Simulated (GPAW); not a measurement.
# Collinear magnetic orders of Cr (Chromium) with GPAW, part 2 of 2

Wanted: the moments of Cr (Chromium) and the energy of each order that was tried.

GPAW 26.7.0; PBE; plane waves with GPAW's PAW setups, scalar-relativistic.

So far. Step 2 (Start 1: ferro +): After 12 cycles the seed has died away: no moment is left. Step 3 (Order 2, typed as antiferro q=(1/2,1/2,1/2) +-): It lies 34.3 meV a seeded atom under the first start, and its largest moment is 1.31 μB against 3.6e-6 μB.

## Step 4: Run 3 (antiferro q=(0,0,1/2) +-)

An opposed order shows whether the pairs that it reverses prefer unlike signs.

This order needs a doubled cell of 2 atoms. Its mesh is chosen so that both cells sample the same points.

order3.py

```python
import json
import numpy as np
from ase import Atoms
from ase.parallel import paropen, parprint
from gpaw import GPAW

atoms = Atoms(['Cr', 'Cr'],
    cell=[[-1.44195, 1.44195, 1.44195],
         [1.44195, -1.44195, 1.44195],
         [2.8839, 2.8839, -2.8839]],
    scaled_positions=[[0.0, 0.0, 0.0],
         [0.0, 0.0, 0.5]],
    pbc=True,
    magmoms=[2.5, -2.5])
atoms.calc = GPAW(mode={'name': 'pw', 'ecut': 550},
    xc='PBE',
    kpts={'size': (16, 16, 8), 'gamma': True},
    occupations={'name': 'fermi-dirac', 'width': 0.05},
    convergence={'density': 1e-05, 'energy': 1e-05},
    maxiter=200,
    txt='order3.txt')
e = atoms.get_potential_energy(force_consistent=True)
res = {'free_energy': e, 'energy_sigma0': atoms.get_potential_energy(), 'fermi_energy': atoms.calc.get_fermi_level()}
res['moments'] = atoms.get_magnetic_moments().tolist()
res['total'] = atoms.get_magnetic_moment()
parprint('site moments (muB):', np.round(res['moments'], 3))
parprint(f"total moment: {res['total']:.3f} muB")
parprint(f'free energy: {e:.6f} eV')
atoms.calc.write('order3.gpw')
with paropen('results.json', 'w') as f:
    json.dump(res, f)
```

Launch:

```
OMP_NUM_THREADS=1 mpirun -n 2 gpaw python order3.py > order3.log
```

What it wrote:

```text
site moments (muB): [ 0. -0.]
total moment: -0.000 muB
free energy: -18.743724 eV

--- order3.txt ---
Input parameters:
  mode=PW(ecut=550),
  convergence={'density': 1e-05, 'energy': 1e-05},
  kpts=MonkhorstPack(size=(16, 16, 8), gamma=True),
  maxiter=200,
  occupations=Occupations(name='fermi-dirac', width=0.05),
  xc=XC(name='PBE')

Diagonalizing LCAO Hamiltonian
Converting LCAO to pw mode

       Cr

           Cr
[...]
|          3 |         9.862 |     1.000 |         9.862 |     1.000 |
|          4 |         9.862 |     1.000 |         9.862 |     1.000 |
[...]
|          8 |        11.772 |     0.000 |        11.772 |     0.000 |
|          9 |        11.823 |     0.000 |        11.823 |     0.000 |
|         10 |        12.082 |     0.000 |        12.082 |     0.000 |
|         11 |        13.370 |     0.000 |        13.370 |     0.000 |

No gap
No difference between direct/indirect transitions

[key lines of the parts left out:]
Free energy:     -18.743724
Converged in 16 steps
dipole moment: (-7.136488, -7.136488, -7.136519)  # |e|*Ang
Fermi level: 10.691
```

The job ended after 3.1 min (2 MPI ranks of Intel Xeon Platinum 8259CL at 2.50GHz (Skylake/Cascade Lake), shared host; peak memory 0.57 GiB; 6.2 min of CPU time).

The spin moment in the augmentation sphere vanishes on all atoms.

Numbers from this step:

- final state: non-magnetic

It ends in the same state without moments as the first start; the 8.7e-5 meV between them is numerical noise.

## Step 5: Start 4: no spin polarisation

A run without seeds gives the energy of the state without moments.

nospin.py

```python
import json
import numpy as np
from ase import Atoms
from ase.parallel import paropen, parprint
from gpaw import GPAW

atoms = Atoms(['Cr'],
    cell=[[-1.44195, 1.44195, 1.44195],
         [1.44195, -1.44195, 1.44195],
         [1.44195, 1.44195, -1.44195]],
    scaled_positions=[[0.0, 0.0, 0.0]],
    pbc=True)
atoms.calc = GPAW(mode={'name': 'pw', 'ecut': 550},
    xc='PBE',
    kpts={'size': (16, 16, 16), 'gamma': True},
    occupations={'name': 'fermi-dirac', 'width': 0.05},
    convergence={'density': 1e-05, 'energy': 1e-05},
    maxiter=200,
    txt='nospin.txt')
e = atoms.get_potential_energy(force_consistent=True)
res = {'free_energy': e, 'energy_sigma0': atoms.get_potential_energy(), 'fermi_energy': atoms.calc.get_fermi_level()}
parprint(f'free energy: {e:.6f} eV')
atoms.calc.write('nospin.gpw')
with paropen('results.json', 'w') as f:
    json.dump(res, f)
```

Launch:

```
OMP_NUM_THREADS=1 mpirun -n 2 gpaw python nospin.py > nospin.log
```

What it wrote:

```text
free energy: -9.371862 eV

--- nospin.txt ---
Input parameters:
  mode=PW(ecut=550),
  convergence={'density': 1e-05, 'energy': 1e-05},
  kpts=MonkhorstPack(size=(16, 16, 16), gamma=True),
  maxiter=200,
  occupations=Occupations(name='fermi-dirac', width=0.05),
  xc=XC(name='PBE')

Diagonalizing LCAO Hamiltonian
Converting LCAO to pw mode

       Cr

Atoms  # Å, Bohr magnetons
[...]
| band index |      eig [eV] | occ [0-2] |
|------------|---------------|-----------|
|          0 |         3.085 |     2.000 |
|          1 |         9.862 |     2.000 |
|          2 |         9.862 |     2.000 |
|          3 |         9.862 |     2.000 |
|          4 |        11.772 |     0.000 |
|          5 |        11.772 |     0.000 |
|          6 |        20.737 |     0.000 |
|          7 |        20.737 |     0.000 |

No gap
No difference between direct/indirect transitions

[key lines of the parts left out:]
Free energy:      -9.371862
Converged in 15 steps
dipole moment: (-3.568254, -3.568254, -3.568254)  # |e|*Ang
Fermi level: 10.691
```

Run time: 14 s. Hardware: 2 MPI ranks; peak memory 0.32 GiB.

Read from the output:

| Property | Result |
| --- | --- |
| final state | non-magnetic (no spin polarisation) |

It ends in the same state without moments as the first start; the 1.9e-6 meV between them is numerical noise.

## Step 6: Ranking

These are free energies at a smearing of 0.05 eV, so its entropy term is in the differences. They are divided by the number of seeded atoms, so that cells of unlike size compare. Wavevectors q in the names are fractions of the reciprocal vectors of the first run's cell.

Orders:

| start | final state | typed order kept | energy over the lowest (meV a seeded atom) | largest site moment (μB) | net moment (μB a primitive cell) | mesh matched | CPU time (s) |
| --- | --- | --- | --- | --- | --- | --- | --- |
| ferro + | non-magnetic | no | 34.31 | 0 | 0 | yes | 48.81 |
| antiferro q=(1/2,1/2,1/2) +- | antiferromagnetic | yes | 0 | 1.315 | 0 | yes | 394.4 |
| antiferro q=(0,0,1/2) +- | non-magnetic | no | 34.31 | 0 | 0 | yes | 372.3 |
| no spin polarisation | non-magnetic | - | 34.31 | 0 | 0 | yes | 28.15 |

## Step 7: Results

```yaml
lowest_state_found: antiferromagnetic (typed antiferro q=(1/2,1/2,1/2) +-)
largest_site_moment: 1.31 μB
next_state: non-magnetic, 34.3 meV a seeded atom higher
energy_gained_by_spin_polarisation: 34.3 meV a seeded atom
```

**Reading.** The lowest state found is antiferromagnetic, reached from the start antiferro q=(1/2,1/2,1/2) +-, with moments up to 1.31 μB. 2 starts left the typed pattern (a sign turned or a seeded moment died), so such an energy belongs to the state reached, not the one typed. Only 4 starts are shown; other collinear patterns, canted and longer-period orders are not.

[Logs and program files are shortened in this print: banners, set-up blocks, solver, clock and traceback lines can be left out without a mark of their own.]

[Logs are printed without paths, hosts, clocks, repeated set-up lines and the standing remarks that a program may print on its own settings, such as how far it seeks lower states.]

[Hosts, paths, dates, database ids (printed as entryN), source tags and the programs' standing remarks are cut or masked in the printed files.]

[Where a cell is said to come from a database of computed structures, the database is the Materials Project.]
